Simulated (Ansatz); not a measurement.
## Br on Ti(0001): change of the work function

Wanted: Δφ(θ) for Br/Ti(0001), starting from the fcc site.

Main program and level: Ansatz 0.2.0; plane-wave DFT, PBE, Ansatz PAW.

### Step 1. The starting structure

The cell holds 4 atoms: 4 Ti. Cell: a = 2.950 Å, b = 2.950 Å, c = 25.027 Å, α = 90.0°, β = 90.0°, γ = 60.0°. Vacuum lies along c.

### Step 2. The clean slab

The bare slab comes first, as the zero from which every change is counted. The two lowest layers are held at bulk places and the upper ones relax. The dipole correction removes the false field that a one-sided slab makes across the periodic vacuum, so each face gets a flat vacuum level of its own.

Contents of input.yaml:

```yaml
crystal:
  lattice:
    - [2.95, 0.0, 0.0]
    - [1.475, 2.5547749412, 0.0]
    - [0.0, 0.0, 25.0269]
  atoms:
    - { symbol: Ti, position: [0.6666666667, 0.6666666667, 0.3596130564] }
    - { symbol: Ti, position: [0.0, 0.0, 0.4532043521] }
    - { symbol: Ti, position: [0.6666666667, 0.6666666667, 0.5467956479] }
    - { symbol: Ti, position: [0.0, 0.0, 0.6403869436] }
kpoints:
  mp_grid: { grid: [12, 12, 1] }
hamiltonian:
  xc: pbe
scf:
  occupations: { method: fermi_dirac, width: 0.1 }
  convergence: { dr2_threshold: 1.0e-08 }
efield:
  axis: 3
  dipole_correction: true
  ramp_position: 0.97
  ramp_width: 0.06
relax:
  f_tol: 0.02
  max_steps: 60
  constraints: [{ sites: [0, 1] }]
output:
  write_potential: true
  write_density: true
  volumetric_format: npy
```

Run with:

```sh
> ansatz run input.yaml --threads 4 --pin off --max-ram 6144MiB --backend cpu --events-out ev --progress --plain --runs-dir out
```

Numbers of over 12 decimals in the logs are rounded to 6 here.

The log of the run:

```text
Engine: ansatz 0.2.0, x86_64-unknown-linux-gnu
Pseudopotentials: kind: paw
Pseudopotential: Ti, paw, valence charge 12, recommended cutoff 420 eV (normal), Ti.paw.azcp
Functional definition: PBE
  parameter kappa = 0.804
  parameter beta = 0.066725
  exchange = pbe_x(kappa = kappa, mu = beta*pi^2/3)
  correlation = pbe_c(beta = beta)
Crystal: 4 atoms, lattice volume = 188.617 Å³
Basis set: ecut = 420 eV, 3611 PW (Γ), exchange–correlation on 40×40×360 points (8 copies of the dense FFT grid, shifted against one another)
Bands: 29, of which v1, the nominal top of the filled ones, is band 24 counted from 1 (23 counted from 0)
Symmetry: 6 space group operations
k-points: 19 of 144 (time reversal used)
Non-local potential: Ti, projectors of the file, l = 0: 3, l = 1: 2, l = 2: 3, l = 3: 1
PAW form: soft (Blöchl's): semilocal exchange-correlation on the pseudo side does not see the compensation charge
PAW one-centre angular grid: Ti, 590 points (default); XC on 64 Gauss nodes
Initial density: superposition of atomic densities (neutral atoms: chi_scale 0, normalization atom), corrected by the library's trained network
Initial wavefunctions: pseudopotential atomic-orbital guess
Functional: x = pbe(κ = 0.804, μ = 0.219515), c = pbe(β = 0.066725)
SCF iter   1: F=—  HF=-9996.827743 eV  |F-HF|=—  |Δ(HF+E_count)|=         —  Δρ=6.22e-3  dr2=3.89e-1  ethr=1.77e-3  p=0.000 e·Å  D=1.55e-13 V/Å  ΔV_dip=-0.00 eV  dr2_dipole=9.47e-6  V_vac-E_F(+/−)=4.09/4.09 eV  ⟨swp⟩=7.0  Hψ=5629  notcnv=0
efield: sawtooth ramp at fractional position 0.9700 (set: `efield.ramp_position`, or a place that a band, a saddle search or an elastic batch's reference lends), width 0.0600; the density the first Hamiltonian is built on has a dipole p = 0.000 e·Å; the dipole correction subtracts the counter field D = 1.55e-13 V/Å, which shifts the + side's vacuum level by -0.00 eV against the − side's; the planar-averaged density in the ramp window peaks in size at 3.0e-5 e/Å³
automatic band count: the SCF goes on with 34 bands, as 29 were too few: the levels above may hold too much charge
preconditioner: auto → LDOS  [metal: Δε(μ)=0.033 eV  Ē_g=2.762 eV  σ=0.100 eV  W_gap=0.08  n_scr=16 (ndim 8)  ℏωp=10.8 eV  f_vac=0.550  D(μ)=8.41/eV (n_scr^D=88)  β→1.0]
SCF iter   2: F=—  HF=-9996.820568 eV  |F-HF|=—  |Δ(HF+E_count)|=   7.18e-3  Δρ=2.07e-3  dr2=1.66e-2  ethr=8.11e-4  p=-0.000 e·Å  D=-3.83e-5 V/Å  ΔV_dip=0.00 eV  dr2_dipole=2.48e-6  V_vac-E_F(+/−)=4.36/4.36 eV  ⟨swp⟩=1.9  Hψ=850  notcnv=0
SCF iter   3: F=—  HF=-9996.820323 eV  |F-HF|=—  |Δ(HF+E_count)|=   2.44e-4  Δρ=7.15e-4  dr2=2.59e-3  ethr=3.45e-5  p=-0.000 e·Å  D=-4.47e-5 V/Å  ΔV_dip=0.00 eV  dr2_dipole=9.98e-8  V_vac-E_F(+/−)=4.36/4.36 eV  ⟨swp⟩=2.1  Hψ=828  notcnv=0
SCF iter   4: F=—  HF=-9996.820197 eV  |F-HF|=—  |Δ(HF+E_count)|=   1.27e-4  Δρ=1.83e-4  dr2=7.43e-5  ethr=5.40e-6  p=-0.000 e·Å  D=-7.21e-6 V/Å  ΔV_dip=0.00 eV  dr2_dipole=6.13e-7  V_vac-E_F(+/−)=4.39/4.39 eV  ⟨swp⟩=2.0  Hψ=788  notcnv=0
SCF iter   5: F=—  HF=-9996.820293 eV  |F-HF|=—  |Δ(HF+E_count)|=   9.62e-5  Δρ=1.05e-4  dr2=4.27e-5  ethr=1.55e-7  p=-0.000 e·Å  D=-6.01e-6 V/Å  ΔV_dip=0.00 eV  dr2_dipole=2.29e-9  V_vac-E_F(+/−)=4.40/4.40 eV  ⟨swp⟩=3.4  Hψ=1272  notcnv=0
SCF iter   6: F=—  HF=-9996.820294 eV  |F-HF|=—  |Δ(HF+E_count)|=   1.01e-6  Δρ=3.45e-5  dr2=6.91e-6  ethr=8.90e-8  p=0.000 e·Å  D=5.35e-6 V/Å  ΔV_dip=-0.00 eV  dr2_dipole=8.35e-12  V_vac-E_F(+/−)=4.41/4.41 eV  ⟨swp⟩=2.2  Hψ=859  notcnv=0
SCF iter   7: F=—  HF=-9996.820326 eV  |F-HF|=—  |Δ(HF+E_count)|=   3.17e-5  Δρ=9.73e-6  dr2=2.31e-7  ethr=1.44e-8  p=0.000 e·Å  D=4.36e-6 V/Å  ΔV_dip=-0.00 eV  dr2_dipole=2.35e-10  V_vac-E_F(+/−)=4.41/4.41 eV  ⟨swp⟩=1.5  Hψ=670  notcnv=0
SCF iter   8: F=—  HF=-9996.820326 eV  |F-HF|=—  |Δ(HF+E_count)|=   3.11e-7  Δρ=4.96e-6  dr2=7.05e-8  ethr=4.82e-10  p=0.000 e·Å  D=3.40e-6 V/Å  ΔV_dip=-0.00 eV  dr2_dipole=1.23e-11  V_vac-E_F(+/−)=4.41/4.41 eV  ⟨swp⟩=3.0  Hψ=1246  notcnv=0
SCF iter   9: F=-9996.820326 eV  HF=-9996.820326 eV  |F-HF|=4.69e-9  |Δ(HF+E_count)|=   1.09e-8  Δρ=1.31e-6  dr2=3.15e-9  ethr=2.08e-11  p=0.000 e·Å  D=1.87e-6 V/Å  ΔV_dip=-0.00 eV  dr2_dipole=2.87e-11  V_vac-E_F(+/−)=4.41/4.41 eV  ⟨swp⟩=7.9  Hψ=4140  notcnv=0
SCF 1 converged in 9 iterations: F = -9996.820326 eV  dr2 = 3.15e-9
  greatest PAW one-centre occupation: 0.999 electrons in one spin orbital (limit 2), on the Ti atom at site 2 (counted from 0), in its partial waves of l = 0
relax step   1: F+E_penalty+E_count = -9996.82032589 eV  Δ(F+E_penalty+E_count) = +0.000e0 eV  max|allowed force component| = 6.136e-1 eV/Å  Δτ_max = 0.0000 Å  (9 SCF iters, accepted)
Bands: 34, of which v1, the nominal top of the filled ones, is band 24 counted from 1 (23 counted from 0)
Initial density: handed on by an earlier stage of this run
Initial wavefunctions: those handed on with the density
SCF iter   1: F=—  HF=-9997.020719 eV  |F-HF|=—  |Δ(HF+E_count)|=         —  Δρ=1.54e-2  dr2=3.23e0  ethr=3.10e-3  p=0.000 e·Å  D=6.91e-7 V/Å  ΔV_dip=-0.00 eV  dr2_dipole=2.03e-1  V_vac-E_F(+/−)=4.45/4.45 eV  ⟨swp⟩=4.8  Hψ=1854  notcnv=0
efield: sawtooth ramp at fractional position 0.9700 (set: `efield.ramp_position`, or a place that a band, a saddle search or an elastic batch's reference lends), width 0.0600; the density the first Hamiltonian is built on has a dipole p = 0.000 e·Å; the dipole correction subtracts the counter field D = 6.91e-7 V/Å, which shifts the + side's vacuum level by -0.00 eV against the − side's; the planar-averaged density in the ramp window peaks in size at 8.7e-6 e/Å³
preconditioner: auto → LDOS  [metal: Δε(μ)=0.006 eV  Ē_g=2.864 eV  σ=0.100 eV  W_gap=0.02  n_scr=16 (ndim 8)  ℏωp=10.8 eV  f_vac=0.560  D(μ)=7.32/eV (n_scr^D=62)  β→1.0]
SCF iter   2: F=—  HF=-9996.896707 eV  |F-HF|=—  |Δ(HF+E_count)|=   1.24e-1  Δρ=7.26e-3  dr2=5.18e-1  ethr=3.10e-3  p=0.018 e·Å  D=1.74e-2 V/Å  ΔV_dip=-0.44 eV  dr2_dipole=8.81e-2  V_vac-E_F(+/−)=4.00/4.43 eV  ⟨swp⟩=2.1  Hψ=1128  notcnv=0
SCF iter   3: F=—  HF=-9996.864919 eV  |F-HF|=—  |Δ(HF+E_count)|=   3.18e-2  Δρ=2.42e-3  dr2=6.44e-2  ethr=1.08e-3  p=0.007 e·Å  D=6.93e-3 V/Å  ΔV_dip=-0.17 eV  dr2_dipole=1.04e-2  V_vac-E_F(+/−)=4.26/4.43 eV  ⟨swp⟩=2.1  Hψ=988  notcnv=0
SCF iter   4: F=—  HF=-9996.859776 eV  |F-HF|=—  |Δ(HF+E_count)|=   5.14e-3  Δρ=9.85e-4  dr2=8.07e-3  ethr=1.34e-4  p=0.007 e·Å  D=6.69e-3 V/Å  ΔV_dip=-0.17 eV  dr2_dipole=2.47e-3  V_vac-E_F(+/−)=4.26/4.43 eV  ⟨swp⟩=2.1  Hψ=974  notcnv=0
SCF iter   5: F=—  HF=-9996.859573 eV  |F-HF|=—  |Δ(HF+E_count)|=   2.03e-4  Δρ=1.72e-4  dr2=9.56e-5  ethr=1.68e-5  p=0.006 e·Å  D=5.68e-3 V/Å  ΔV_dip=-0.14 eV  dr2_dipole=1.68e-5  V_vac-E_F(+/−)=4.29/4.43 eV  ⟨swp⟩=1.9  Hψ=759  notcnv=0
SCF iter   6: F=—  HF=-9996.859599 eV  |F-HF|=—  |Δ(HF+E_count)|=   2.57e-5  Δρ=9.00e-5  dr2=6.59e-5  ethr=1.99e-7  p=0.005 e·Å  D=5.13e-3 V/Å  ΔV_dip=-0.13 eV  dr2_dipole=5.11e-6  V_vac-E_F(+/−)=4.30/4.43 eV  ⟨swp⟩=2.3  Hψ=888  notcnv=0
SCF iter   7: F=—  HF=-9996.859608 eV  |F-HF|=—  |Δ(HF+E_count)|=   8.97e-6  Δρ=5.04e-5  dr2=8.15e-6  ethr=1.37e-7  p=0.005 e·Å  D=4.68e-3 V/Å  ΔV_dip=-0.12 eV  dr2_dipole=1.85e-6  V_vac-E_F(+/−)=4.31/4.43 eV  ⟨swp⟩=1.7  Hψ=678  notcnv=0
SCF iter   8: F=—  HF=-9996.859637 eV  |F-HF|=—  |Δ(HF+E_count)|=   2.97e-5  Δρ=1.65e-5  dr2=1.25e-6  ethr=1.70e-8  p=0.005 e·Å  D=4.37e-3 V/Å  ΔV_dip=-0.11 eV  dr2_dipole=3.60e-8  V_vac-E_F(+/−)=4.32/4.43 eV  ⟨swp⟩=2.5  Hψ=1020  notcnv=0
SCF iter   9: F=—  HF=-9996.859637 eV  |F-HF|=—  |Δ(HF+E_count)|=   1.31e-7  Δρ=6.35e-6  dr2=1.44e-7  ethr=2.60e-9  p=0.004 e·Å  D=4.27e-3 V/Å  ΔV_dip=-0.11 eV  dr2_dipole=6.39e-9  V_vac-E_F(+/−)=4.32/4.43 eV  ⟨swp⟩=2.1  Hψ=814  notcnv=0
SCF iter  10: F=—  HF=-9996.859637 eV  |F-HF|=—  |Δ(HF+E_count)|=   2.23e-8  Δρ=1.77e-6  dr2=1.73e-8  ethr=3.01e-10  p=0.004 e·Å  D=4.25e-3 V/Å  ΔV_dip=-0.11 eV  dr2_dipole=1.59e-9  V_vac-E_F(+/−)=4.32/4.43 eV  ⟨swp⟩=2.6  Hψ=940  notcnv=0
SCF iter  11: F=-9996.859637 eV  HF=-9996.859637 eV  |F-HF|=7.44e-10  |Δ(HF+E_count)|=   7.40e-9  Δρ=6.05e-7  dr2=2.41e-9  ethr=2.08e-11  p=0.004 e·Å  D=4.24e-3 V/Å  ΔV_dip=-0.11 eV  dr2_dipole=4.87e-10  V_vac-E_F(+/−)=4.32/4.43 eV  ⟨swp⟩=9.3  Hψ=3721  notcnv=0
SCF 2 converged in 11 iterations: F = -9996.859637 eV  dr2 = 2.41e-9
  greatest PAW one-centre occupation: 0.999 electrons in one spin orbital (limit 2), on the Ti atom at site 1 (counted from 0), in its partial waves of l = 0
relax step   2: F+E_penalty+E_count = -9996.85963749 eV  Δ(F+E_penalty+E_count) = -3.931e-2 eV  max|allowed force component| = 4.318e-1 eV/Å  Δτ_max = 0.1956 Å  (11 SCF iters, accepted)
iter 1 solved again at ethr=1.59e-3 eV; its pass at ethr=3.10e-3 eV (dr2=7.66e-1 eV) is discarded
SCF iter   1: F=—  HF=-9996.908495 eV  |F-HF|=—  |Δ(HF+E_count)|=         —  Δρ=7.69e-3  dr2=8.62e-1  ethr=1.59e-3  p=0.004 e·Å  D=4.24e-3 V/Å  ΔV_dip=-0.11 eV  dr2_dipole=4.10e-2  V_vac-E_F(+/−)=4.31/4.42 eV  ⟨swp⟩=1.0  Hψ=2302  notcnv=0
efield: sawtooth ramp at fractional position 0.9700 (set: `efield.ramp_position`, or a place that a band, a saddle search or an elastic batch's reference lends), width 0.0600; the density the first Hamiltonian is built on has a dipole p = 0.004 e·Å; the dipole correction subtracts the counter field D = 4.24e-3 V/Å, which shifts the + side's vacuum level by -0.11 eV against the − side's; the planar-averaged density in the ramp window peaks in size at 7.3e-6 e/Å³
preconditioner: auto → LDOS  [metal: Δε(μ)=0.012 eV  Ē_g=2.791 eV  σ=0.100 eV  W_gap=0.03  n_scr=16 (ndim 8)  ℏωp=10.8 eV  f_vac=0.555  D(μ)=7.84/eV (n_scr^D=74)  β→1.0]
SCF iter   2: F=—  HF=-9996.881428 eV  |F-HF|=—  |Δ(HF+E_count)|=   2.71e-2  Δρ=3.90e-3  dr2=1.36e-1  ethr=1.59e-3  p=-0.001 e·Å  D=-1.03e-3 V/Å  ΔV_dip=0.03 eV  dr2_dipole=2.98e-5  V_vac-E_F(+/−)=4.46/4.44 eV  ⟨swp⟩=2.1  Hψ=803  notcnv=0
SCF iter   3: F=—  HF=-9996.876841 eV  |F-HF|=—  |Δ(HF+E_count)|=   4.59e-3  Δρ=1.02e-3  dr2=7.96e-3  ethr=2.84e-4  p=0.001 e·Å  D=1.33e-3 V/Å  ΔV_dip=-0.03 eV  dr2_dipole=4.47e-4  V_vac-E_F(+/−)=4.39/4.43 eV  ⟨swp⟩=2.0  Hψ=893  notcnv=0
SCF iter   4: F=—  HF=-9996.876301 eV  |F-HF|=—  |Δ(HF+E_count)|=   5.40e-4  Δρ=2.15e-4  dr2=1.88e-4  ethr=1.66e-5  p=0.001 e·Å  D=1.32e-3 V/Å  ΔV_dip=-0.03 eV  dr2_dipole=4.33e-5  V_vac-E_F(+/−)=4.39/4.43 eV  ⟨swp⟩=2.0  Hψ=779  notcnv=0
SCF iter   5: F=—  HF=-9996.876324 eV  |F-HF|=—  |Δ(HF+E_count)|=   2.35e-5  Δρ=8.59e-5  dr2=4.19e-5  ethr=3.92e-7  p=0.002 e·Å  D=1.54e-3 V/Å  ΔV_dip=-0.04 eV  dr2_dipole=6.00e-6  V_vac-E_F(+/−)=4.39/4.42 eV  ⟨swp⟩=2.3  Hψ=962  notcnv=0
SCF iter   6: F=—  HF=-9996.876357 eV  |F-HF|=—  |Δ(HF+E_count)|=   3.31e-5  Δρ=3.19e-5  dr2=6.27e-6  ethr=8.73e-8  p=0.002 e·Å  D=1.75e-3 V/Å  ΔV_dip=-0.04 eV  dr2_dipole=2.46e-7  V_vac-E_F(+/−)=4.38/4.42 eV  ⟨swp⟩=2.0  Hψ=789  notcnv=0
SCF iter   7: F=—  HF=-9996.876383 eV  |F-HF|=—  |Δ(HF+E_count)|=   2.59e-5  Δρ=1.32e-5  dr2=9.86e-7  ethr=1.31e-8  p=0.002 e·Å  D=1.88e-3 V/Å  ΔV_dip=-0.05 eV  dr2_dipole=1.34e-7  V_vac-E_F(+/−)=4.38/4.42 eV  ⟨swp⟩=2.1  Hψ=797  notcnv=0
SCF iter   8: F=—  HF=-9996.876384 eV  |F-HF|=—  |Δ(HF+E_count)|=   1.86e-7  Δρ=5.15e-6  dr2=2.27e-7  ethr=2.05e-9  p=0.002 e·Å  D=1.96e-3 V/Å  ΔV_dip=-0.05 eV  dr2_dipole=1.80e-8  V_vac-E_F(+/−)=4.37/4.42 eV  ⟨swp⟩=2.0  Hψ=828  notcnv=0
SCF iter   9: F=-9996.876384 eV  HF=-9996.876384 eV  |F-HF|=5.95e-9  |Δ(HF+E_count)|=   1.35e-8  Δρ=1.62e-6  dr2=7.65e-9  ethr=2.08e-11  p=0.002 e·Å  D=1.99e-3 V/Å  ΔV_dip=-0.05 eV  dr2_dipole=3.60e-10  V_vac-E_F(+/−)=4.37/4.42 eV  ⟨swp⟩=8.6  Hψ=4575  notcnv=0
SCF 3 converged in 9 iterations: F = -9996.876384 eV  dr2 = 7.65e-9
relax step   3: F+E_penalty+E_count = -9996.87638356 eV  Δ(F+E_penalty+E_count) = -1.675e-2 eV  max|allowed force component| = 1.190e-2 eV/Å  Δτ_max = 0.0899 Å  (9 SCF iters, accepted)
NSCF: frozen V_eff on 19 k-points
the band table was solved once a step of the walk had ended and its energy, with any forces and stress, was formed, with the checks that follow a solve (2895 applications of the Hamiltonian). They found nothing against the state; the energy, forces and stress were not computed again (output.eigenvalues in the input reference)
WARN: The input density's exchange-correlation potential varies sharply where the density is thin. Do not read a vacuum level from v_tot or v_xc, or from such a field of the output density. On a cell that repeats whose density bears no net charge and no dipole along the vacuum's axis use v_es (v_loc + v_h of the components); under efield.dipole_correction with no amplitude use v_es + v_field, which holds any external [...]
SCF converged after 9 iterations
Free energy (F): -9996.876384 eV
Harris-Foulkes:  -9996.876384 eV  (|F-HF|=5.95e-9)
Internal energy: -9996.623465 eV  (E = F + TS)
E sigma→0 (E₀):  -9996.749924 eV
Entropy (-TS):   -0.252919 eV (-63.230 meV/atom)
Fermi energy:    2.290332 eV
Dipole field:    D = 0.002017 V/Å  (p = 0.002103 e·Å, saw-weighted, corrected)
Work function:   Φ+ = 4.3729 eV   Φ− = 4.4234 eV
Levels:          The Fermi level and band energies are counted from a zero that moves with the ramp; work functions are not
--- Per-component energies (eV) ---
  E_band       = -1160.708068
  E_kinetic    = 1085.706678
  E_local      = -50168.130549  (includes V_loc(G=0)·N_el)
  E_nonlocal   = 34.277154
  E_hartree    = 24527.750965
  E_xc         = -386.964371
  E_vxc        = -483.802244  (∫ρ·V_xc dr)
  E_paw        = -4190.770095  (= ΣΔE_a)
  E_vpaw       = -684.249598  (= ΣTr[D̂ρ^β])
  E_aug_tail   = 0.000492  (compensation charges beyond the density's cutoff)
  E_efield     = 0.000002  (sawtooth field / dipole correction)
  E_vefield    = 0.000915  (∫n·V_field dr)
  E_ewald      = 19101.506259
  E_smearing   = -0.252919  (= −TS)
  E_closure    = 0.000000  (closes the sum)
  Σ components = -9996.876384   (vs F -9996.876384, Δ=0.00e0)
--- Forces (eV/Å), atoms counted from 1 ---
  atom   1  Ti     0.00000000     0.00000000     0.60717118
  atom   2  Ti    -0.00000000    -0.00000000    -0.58698481
  atom   3  Ti     0.00000000     0.00000000    -0.00824497
  atom   4  Ti     0.00000000    -0.00000000    -0.01190258
  max |Σ_I F_I| component: 3.88e-5 eV/Å
--- Band table (eV; the first three rows and the last of 19) ---
  k-point 0: bands = [... 20 lower, 2.0512, 2.2819, 2.7160, 2.7943, 2.9364, 2.9364, 3.0094, 3.0094, ... 6 higher]
  k-point 1: bands = [... 20 lower, 1.9894, 2.2496, 2.5399, 2.6448, 2.8456, 2.9373, 3.0405, 3.0898, ... 6 higher]
  k-point 2: bands = [... 20 lower, 1.7486, 2.0197, 2.1514, 2.4575, 2.5617, 2.7274, 3.0024, 3.2370, ... 6 higher]
  k-point 18: bands = [... 20 lower, 1.1279, 1.5089, 1.5929, 2.2386, 2.2466, 2.3803, 2.4174, 2.5706, ... 6 higher]
--- Relaxed structure (3 steps of the walk, 3 accepted, 0 SCFs on fresh bases) ---
  F+E_penalty+E_count = -9996.87638356 eV   max|allowed force component| = 1.190e-2 eV/Å
  atoms:
    - { symbol: Ti, position: [0.666667, 0.666667, 0.3596130564] }
    - { symbol: Ti, position: [0.0, 0.0, 0.4532043521] }
    - { symbol: Ti, position: [0.666667, 0.666667, 0.549513] }
    - { symbol: Ti, position: [0, 0, 0.636167] }
```

Run time: 5.6 s. Hardware: 4 threads of Intel Xeon 6975P-C (Granite Rapids), shared host; peak memory 0.58 GiB; 18 s of CPU time.

The steps of the relaxation:

```csv
step,energy less that of the first step (eV),largest force component (eV/Å)
1,0.0000,0.6136
2,-0.0393,0.4318
3,-0.0561,0.0119
```

The run keeps the 6 symmetry operations that it works with, so distortions that break them were not tested.

The atoms that moved most (Å):

```csv
atom,dx,dy,dz,length
Ti4,0.000,0.000,-0.106,0.106
Ti3,0.000,0.000,0.068,0.068
```

Numbers from this step:

```
energy at zero smearing        : -9996.7499 eV
work function, upper face      : 4.373 eV
work function, lower face      : 4.423 eV
dipole along the normal        : 0.002103 e·Å
step between the vacuum levels : -0.05049 eV
```

Running mean over 2.342 Å of the planar mean; the ramp of the sawtooth is left out. Electron's electrostatic potential energy less the Fermi level against z:

```csv
z (Å),electron's electrostatic potential energy less the Fermi level (eV)
3.5,4.42
4.0,4.42
4.5,4.42
5.0,4.40
5.5,4.36
6.0,4.24
6.5,3.89
7.0,2.89
7.5,0.393
8.0,-3.13
8.5,-5.88
9.0,-6.74
9.5,-6.71
10.0,-6.59
10.5,-6.56
11.0,-6.58
11.5,-6.56
12.0,-6.38
12.5,-6.24
13.0,-6.32
13.5,-6.57
14.0,-6.94
14.5,-7.53
15.0,-7.68
15.5,-7.32
16.0,-6.81
16.5,-5.57
17.0,-2.61
17.5,0.849
18.0,3.07
18.5,3.92
19.0,4.22
19.5,4.32
20.0,4.36
20.5,4.37
21.0,4.37
21.5,4.37
```

The relaxation took 3 steps and lowered the energy by 0.056 eV; the largest force on the free atoms ends at 0.012 eV/Å.

The work function of the upper face is 4.37 eV.

[end of part 1 of 3]

[Logs are printed without paths, hosts, clocks, repeated set-up lines and the standing remarks that a program may print on its own settings, such as how far it seeks lower states.]

[Hosts, paths, dates, database ids (printed as entryN), source tags and the programs' standing remarks are cut or masked in the printed files.]

[Maps of the electrostatic potential energy from Ansatz leave out the sawtooth potential of an applied field or a dipole correction, so their vacuum need not be flat; planar profiles and work functions include it.]
